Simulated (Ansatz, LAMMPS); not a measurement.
# A frame of liquid aqueous KCl from 333 K (171 atoms): geometry optimisation

Wanted: the relaxed structure of a frame of liquid aqueous KCl from 333 K (171 atoms) and its electronic structure.

Program: Ansatz 0.2.0. Level of theory: Kohn-Sham DFT, PBEsol, PAW (set soft_2), plane waves. Results are calculated unless marked as measured.

### 1. The starting structure

The cell holds 171 atoms: 53 O, 106 H, 6 K and 6 Cl. Cell: a = 12.480 Å, b = 12.480 Å, c = 12.480 Å, α = 90.0°, β = 90.0°, γ = 90.0°. 53 H2O, 6 K+, 6 Cl- placed at random, at 1.2 g/cm³; overlaps pushed apart, then 10 ps at 433 K with Joung-Cheatham ions (J. Phys. Chem. B 112, 9020 (2008)); SPC/E water (Berendsen, Grigera and Straatsma, J. Phys. Chem. 91, 6269 (1987)). Snapshot after 20 ps at 333 K and fixed volume.

What the set-up can't give: The network of contacts between molecules at the start is that of the classical potential that made the cell. The functional has no dispersion term, which matters for the binding between molecules or layers. The density was typed from a rule of thumb and may lie off the real one at this temperature. The Brillouin zone is sampled at Γ only, in a cell whose shortest periodic width is 12 Å.

### 2. The classical run that made the cell

A classical potential makes the cell, at a small fraction of what the same run would cost in DFT.

This step: classical MD, Joung-Cheatham ions (J. Phys. Chem. B 112, 9020 (2008)); SPC/E water (Berendsen, Grigera and Straatsma, J. Phys. Chem. 91, 6269 (1987)) (LAMMPS 22 Jul 2025 - Update 4).

The input, in.lmp:

```
# liquid aqueous KCl
units real
atom_style full
boundary p p p
bond_style harmonic
angle_style harmonic
dihedral_style opls
improper_style harmonic
special_bonds lj 0 0 0.5 coul 0 0 0.75
read_data data.lmp
neigh_modify delay 0 every 1 check yes one 4000
comm_modify cutoff 12.0
timestep 0.5
thermo_style custom step time temp pe press density
thermo_modify norm yes
# push overlapping molecules apart
pair_style soft 2.6
pair_coeff * * 0.0
variable a equal ramp(1,60)
fix ad all adapt 1 pair soft a * * v_a
velocity all create 433 734630 mom yes dist gaussian
fix lim all nve/limit 0.03
fix lan all langevin 433 433 50 734631 zero yes
thermo 1000
run 3000 post no
unfix ad
pair_style lj/cut/coul/long 9.0
pair_modify mix arithmetic tail yes
pair_coeff 1 1 0.1553 3.1660   # O
pair_coeff 2 2 0.0000 1.0000   # H
pair_coeff 3 3 0.4297 2.8384   # K
pair_coeff 4 4 0.0128 4.8305   # Cl
kspace_style pppm 1.0e-4
thermo 100
# [... 17 lines left out ...]
compute msd all msd com yes
thermo 5000
fix md all nvt temp 333 333 100
run 20000 post no
print "== T333: mean square displacement over the hold $(c_msd[4]:%.2f) A^2"
unfix md
uncompute msd
write_dump all custom T333.dump id type xs ys zs modify sort id
```

Launch:

```sh
lmp -in in.lmp -log none -nocite
```

Numbers of over 12 decimals in the logs are rounded to 6 here.

The log of the run:

```text
LAMMPS (22 Jul 2025 - Update 4)
Reading data file ...
  orthogonal box = (0 0 0) to (12.48006 12.48006 12.48006)
  171 atoms
  orthogonal box = (0 0 0) to (12.48006 12.48006 12.48006)
  106 bonds
  53 angles
   Step          Time           Temp          PotEng         Press         Density
         0   0              433            0.12690072     7613.5754      1.1977697
      1000   500            466.95425      0.83311533     27965.544      1.1977697
      2000   1000           430.20277      0.61382179     30819.531      1.1977697
      3000   1500           424.15114      0.67463333     28281.009      1.1977697
Loop time of 0.185132 s on 1 MPI rank(s) for 3000 steps with 171 atoms
PPPM initialization ...
  G vector (1/distance) = 0.30333284
  grid = 8 8 8
  estimated relative force accuracy = 6.5527761e-05
   Step          Time           Temp          PotEng         Press         Density
      3000   1500           424.15114      0.5818369      102037.77      1.1977697
[... 13 lines left out ...]
      2000   1000           423.0147      -8.6843593      4995.7727      1.1977697
Loop time of 1.23043 s on 1 MPI rank(s) for 2000 steps with 171 atoms
   Step          Time           Temp          PotEng         Press         Density
      2000   1000           614.63674     -9.1040911      19348.254      1.1977697
[... 5 lines left out ...]
Loop time of 6.63507 s on 1 MPI rank(s) for 10000 steps with 171 atoms
   Step          Time           Temp          PotEng         Press         Density
[... 4 lines left out ...]
Loop time of 3.38824 s on 1 MPI rank(s) for 5000 steps with 171 atoms
   Step          Time           Temp          PotEng         Press         Density
[... 2 lines left out ...]
     25000   24000          324.89747     -9.2580215     -586.31946      1.1977697
     30000   29000          303.08674     -9.1773952      1085.0907      1.1977697
     35000   34000          336.64644     -9.2490478     -2366.0142      1.1977697
     37000   36000          393.47117     -9.0746734     -2180.664       1.1977697
Loop time of 13.0736 s on 1 MPI rank(s) for 20000 steps with 171 atoms
== T333: mean square displacement over the hold 29.11 A^2
```

It took 25 s on 1 thread of Arm Neoverse V1, shared host; peak memory 0.072 GiB.

The input also reads data.lmp (atoms, bonds and types; not printed here).

### 3. Single point at the start

The forces at the start show how far the geometry lies from a minimum of this functional.

The input, input.yaml:

```yaml
crystal:
  lattice:
    - [12.48006, 0.0, 0.0]
    - [0.0, 12.48006, 0.0]
    - [0.0, 0.0, 12.48006]
  atoms:
    - { symbol: O, position: [0.20382, 0.26188, 0.67494] }
    - { symbol: H, position: [0.17526, 0.21121, 0.73005] }
    - { symbol: H, position: [0.1474, 0.31563, 0.65628] }
    - { symbol: O, position: [0.6636, 0.21156, 0.00194] }
    - { symbol: H, position: [0.63163, 0.1704, 0.94108] }
    - { symbol: H, position: [0.73765, 0.1846, 0.01644] }
    - { symbol: O, position: [0.67985, 0.42995, 0.95551] }
    - { symbol: H, position: [0.68284, 0.35045, 0.96505] }
    - { symbol: H, position: [0.60551, 0.45586, 0.97042] }
    - { symbol: O, position: [0.70608, 0.63701, 0.65218] }
    - { symbol: H, position: [0.73976, 0.69489, 0.6082] }
    - { symbol: H, position: [0.6599, 0.66992, 0.70879] }
    - { symbol: O, position: [0.92423, 0.20407, 0.77394] }
    - { symbol: H, position: [0.89294, 0.13062, 0.78074] }
    - { symbol: H, position: [0.98967, 0.20958, 0.81985] }
    - { symbol: O, position: [0.97068, 0.85747, 0.6347] }
    - { symbol: H, position: [0.96947, 0.93171, 0.60458] }
    - { symbol: H, position: [0.90688, 0.81686, 0.60822] }
    - { symbol: O, position: [0.37045, 0.72917, 0.13934] }
    - { symbol: H, position: [0.36966, 0.80429, 0.11145] }
    - { symbol: H, position: [0.31582, 0.68556, 0.10017] }
    - { symbol: O, position: [0.13962, 0.9171, 0.45459] }
    - { symbol: H, position: [0.12686, 0.83849, 0.46341] }
    - { symbol: H, position: [0.06932, 0.95546, 0.4521] }
    - { symbol: O, position: [0.55681, 0.01456, 0.24738] }
    - { symbol: H, position: [0.60399, 0.94985, 0.24462] }
    - { symbol: H, position: [0.50089, 0.00929, 0.19022] }
    - { symbol: O, position: [0.8051, 0.48458, 0.77997] }
    - { symbol: H, position: [0.76213, 0.53007, 0.72992] }
    - { symbol: H, position: [0.75614, 0.44925, 0.83265] }
    - { symbol: O, position: [0.63252, 0.25842, 0.7399] }
    - { symbol: H, position: [0.62192, 0.18354, 0.76639] }
    [... 133 atom lines left out ...]
    - { symbol: Cl, position: [0.61104, 0.01696, 0.71324] }
    - { symbol: Cl, position: [0.05742, 0.75785, 0.20518] }
    - { symbol: Cl, position: [0.28484, 0.37958, 0.15891] }
    - { symbol: Cl, position: [0.03511, 0.36675, 0.53768] }
    - { symbol: Cl, position: [0.38638, 0.95435, 0.0787] }
    - { symbol: Cl, position: [0.78195, 0.77173, 0.44115] }
kpoints:
  mp_grid: { grid: [1, 1, 1] }
hamiltonian:
  xc: pbesol
scf:
  occupations: { method: gaussian, width: 0.025 }
output:
  forces: true
  stress: true
  populations: true
  dos:
    method: { smearing: { sigma: 0.15 } }
    de: 0.1
    projected: { site_lists: { Cl: [Cl], H: [H], K: [K], O: [O] } }
  eigenvalues: true
```

Launch:

```sh
ansatz run input.yaml --threads 4 --pin off --max-ram 8192MiB --backend cpu --events-out ev --progress --plain --runs-dir out
```

The log of the run:

```text
Engine: ansatz 0.2.0, aarch64-unknown-linux-gnu
Pseudopotentials: kind: paw
Pseudopotential: O, paw, valence charge 6, recommended cutoff 420 eV (normal), O.paw.azcp
Pseudopotential: H, paw, valence charge 1, recommended cutoff 420 eV (normal), H.paw.azcp
Pseudopotential: K, paw, valence charge 9, recommended cutoff 420 eV (normal), K.paw.azcp
Pseudopotential: Cl, paw, valence charge 7, recommended cutoff 420 eV (normal), Cl.paw.azcp
[... 3 lines on functional and potentials left out ...]
Crystal: 171 atoms, lattice volume = 1943.793 Å³
Basis set: ecut = 420 eV, 37993 PW (Γ), exchange–correlation on 180×180×180 points (8 copies of the dense FFT grid, shifted against one another)
Bands: 431, of which v1, the nominal top of the filled ones, is band 260 counted from 1 (259 counted from 0)
Symmetry: 1 space group operations
Space group: P1 (ITA 1), of the structure as read, at distance tolerance 1.2e-4 Å
k-points: 1
[... 12 lines on functional and potentials left out ...]
Initial density: superposition of atomic densities (neutral atoms: chi_scale 0, normalization atom), corrected by the library's trained network
Initial wavefunctions: pseudopotential atomic-orbital guess
Functional: x = pbesol(κ = 0.804, μ = 0.123457), c = pbesol(β = 0.046)
SCF iter   1: F=—  HF=-46888.305042 eV  |F-HF|=—  |Δ(HF+E_count)|=         —  Δρ=5.71e-3  dr2=5.77e-1  ethr=1.77e-3  ⟨swp⟩=6.0  Hψ=2000  notcnv=0  defer=107
preconditioner: auto → Resta (q_TF=auto, 2.190 Å⁻¹)  ε∞=2.3  [insulator: Δε(μ)=3.817 eV  Ē_g=16.705 eV  σ=0.025 eV  W_gap=1.00  n_scr=340 (ndim 8)  ℏωp=19.0 eV  f_vac=0.232  D(μ)=0.00/eV (n_scr^D=0)  ε∞_Penn≈2.3]
SCF iter   2: F=—  HF=-46888.129144 eV  |F-HF|=—  |Δ(HF+E_count)|=   1.76e-1  Δρ=2.21e-3  dr2=8.66e-2  ethr=1.11e-4  ⟨swp⟩=2.0  Hψ=756  notcnv=0  defer=164
SCF iter   3: F=—  HF=-46888.102964 eV  |F-HF|=—  |Δ(HF+E_count)|=   2.62e-2  Δρ=9.57e-4  dr2=2.32e-2  ethr=1.67e-5  ⟨swp⟩=2.0  Hψ=527  notcnv=0  defer=164
SCF iter   4: F=—  HF=-46888.099223 eV  |F-HF|=—  |Δ(HF+E_count)|=   3.74e-3  Δρ=2.60e-4  dr2=1.54e-3  ethr=4.46e-6  ⟨swp⟩=2.0  Hψ=450  notcnv=0  defer=164
SCF iter   5: F=—  HF=-46888.099444 eV  |F-HF|=—  |Δ(HF+E_count)|=   2.21e-4  Δρ=1.46e-4  dr2=3.49e-4  ethr=2.96e-7  ⟨swp⟩=2.0  Hψ=518  notcnv=0  defer=164
SCF iter   6: F=—  HF=-46888.099488 eV  |F-HF|=—  |Δ(HF+E_count)|=   4.41e-5  Δρ=5.80e-5  dr2=6.00e-5  ethr=6.71e-8  ⟨swp⟩=2.0  Hψ=520  notcnv=0  defer=164
SCF iter   7: F=—  HF=-46888.102925 eV  |F-HF|=—  |Δ(HF+E_count)|=   3.44e-3  Δρ=1.21e-5  dr2=2.65e-6  ethr=1.15e-8  ⟨swp⟩=2.0  Hψ=682  notcnv=0  defer=164
SCF iter   8: F=—  HF=-46888.102930 eV  |F-HF|=—  |Δ(HF+E_count)|=   4.92e-6  Δρ=6.88e-6  dr2=7.69e-7  ethr=5.10e-10  ⟨swp⟩=3.0  Hψ=522  notcnv=0  defer=164
SCF iter   9: F=—  HF=-46888.102930 eV  |F-HF|=—  |Δ(HF+E_count)|=   3.16e-7  Δρ=2.49e-6  dr2=1.06e-7  ethr=1.48e-10  ⟨swp⟩=3.0  Hψ=522  notcnv=0  defer=164
SCF iter  10: F=-46888.102930 eV  HF=-46888.102930 eV  |F-HF|=1.33e-8  |Δ(HF+E_count)|=   6.10e-8  Δρ=4.92e-7  dr2=6.08e-9  ethr=1.92e-11  ⟨swp⟩=14.0  Hψ=2785  notcnv=0
SCF 1 converged in 10 iterations: F = -46888.102930 eV  dr2 = 6.08e-9
  greatest PAW one-centre occupation: 0.987 electrons in one spin orbital (limit 2), on the K atom at site 160 (counted from 0), in its partial waves of l = 0
SCF converged after 10 iterations
Free energy (F): -46888.102930 eV
Harris-Foulkes:  -46888.102930 eV  (|F-HF|=1.33e-8)
Internal energy: -46888.102930 eV  (E = F + TS)
E sigma→0 (E₀):  -46888.102930 eV
Fermi energy:    0.559439 eV
--- Per-component energies (eV) ---
  E_band       = -4820.560215
  E_kinetic    = 13133.454491
  E_local      = -38648.491376  (includes V_loc(G=0)·N_el)
  E_nonlocal   = 2994.931267
  E_hartree    = 13818.047086
  E_xc         = -6164.866647
  E_vxc        = -7787.408088  (∫ρ·V_xc dr)
  E_paw        = -16575.185250  (= ΣΔE_a)
  E_vpaw       = -2149.153234  (= ΣTr[D̂ρ^β])
  E_aug_tail   = 0.011734  (compensation charges beyond the density's cutoff)
  E_ewald      = -15448.992398
  E_core_change = 2.988163  (= ΣΔE_core)
  E_smearing   = -0.000000  (= −TS)
  E_closure    = 0.000000  (closes the sum)
  Σ components = -46888.102930   (vs F -46888.102930, Δ=0.00e0)
--- Forces (eV/Å), atoms counted from 1 ---
  atom   1  O      0.22057850    -0.24477772     0.30525711
  atom   2  H     -0.26061223     0.51711452    -0.57134957
  atom   3  H      0.10597187    -0.50584710    -0.04849623
  atom   4  O      0.16400652    -0.34652091    -0.65531921
  atom   5  H      0.88056212     0.53550612     0.94117457
  atom   6  H     -0.64749733     0.09066151    -0.18502590
  atom   7  O      0.00108704     0.69184031     0.31578796
  atom   8  H     -0.53886902    -0.03052215     0.17646095
  atom   9  H      0.26790105    -0.89052658    -0.53408763
  atom  10  O     -0.51793185     0.40303954     0.39399741
  atom  11  H     -0.45464920    -0.54592723     0.53734553
  atom  12  H      0.64012580    -0.18548138    -0.88604027
  atom  13  O      0.32795044    -0.30583390     0.09069870
  atom  14  H      0.55685428     0.23611819     0.27201366
[...]
atom 170  Cl    -0.23069537     0.50816644    -0.40239235
  atom 171  Cl     0.15706309     0.37227537     0.33414735
  max |Σ_I F_I| component: 2.30e-5 eV/Å
--- Stress (GPa, compression-positive) ---
       -2.567688       0.107853       0.027302
        0.107853      -2.437369      -0.154378
        0.027302      -0.154378      -2.491805
  P = ⅓ Tr σ = -2.4990 GPa (-24.990 kbar)
--- Band table (eV) ---
  k-point 0: bands = ["-29.6157", "-29.2526", "-28.8881", "-28.7292", [... 415 levels ...], "10.3953", "10.4357", "10.4524", "10.4818", "10.5351", "10.5830", "10.6027", "10.6215", "10.6503", "10.6733", "10.7169", "10.7354"]
--- Löwdin populations: 171 sites ---
  site symbol       q [e]
     0      O      6.7022
     1      H      0.6258
     2      H      0.6233
[...]
170     Cl      7.4768
  spilling = 0.009543 (of n_electrons = 520.000000)
```

It took 38 s on 4 threads of Arm Neoverse V1, shared host; peak memory 2.6 GiB.

In the SCF lines HF is the Harris–Foulkes energy and dr2 the Hartree energy of the density residual, in eV; the loop may stop once dr2 is under the threshold and the program's other checks hold. Hψ counts applications of the Hamiltonian.

The run gave:

```yaml
free_energy: -46888.1029 eV
free_energy_per_atom: -274.1994 eV/atom
scf_cycles: 10
pressure: -2.499 GPa
r_m_s_force_component: 0.4704 eV/Å
longest_force: 1.396 eV/Å
fermi_energy: 0.5594 eV
spacing_of_highest_filled_and_lowest_empty_level: 3.793 eV
spilling_of_the_projection: 0.009543
```

The r.m.s. force component of 0.47 eV/Å and the pressure of -2.5 GPa set the starting point.

Length of the force by element:

```
element  coordination  atoms  mean length of the force (eV/Å)  spread  least   most
     Cl           all      6                            0.532   0.167  0.334  0.792
      H           all    106                            0.884   0.244  0.309   1.40
      K           all      6                            0.447   0.286  0.127  0.856
      O           all     53                            0.583   0.228  0.149   1.21
```

(Part 1 of 3 ends here.)

[Logs are printed without paths, hosts, clocks, repeated set-up lines and the standing remarks that a program may print on its own settings, such as how far it seeks lower states.]

[Hosts, paths, dates, database ids (printed as entryN), source tags and the programs' standing remarks are cut or masked in the printed files.]
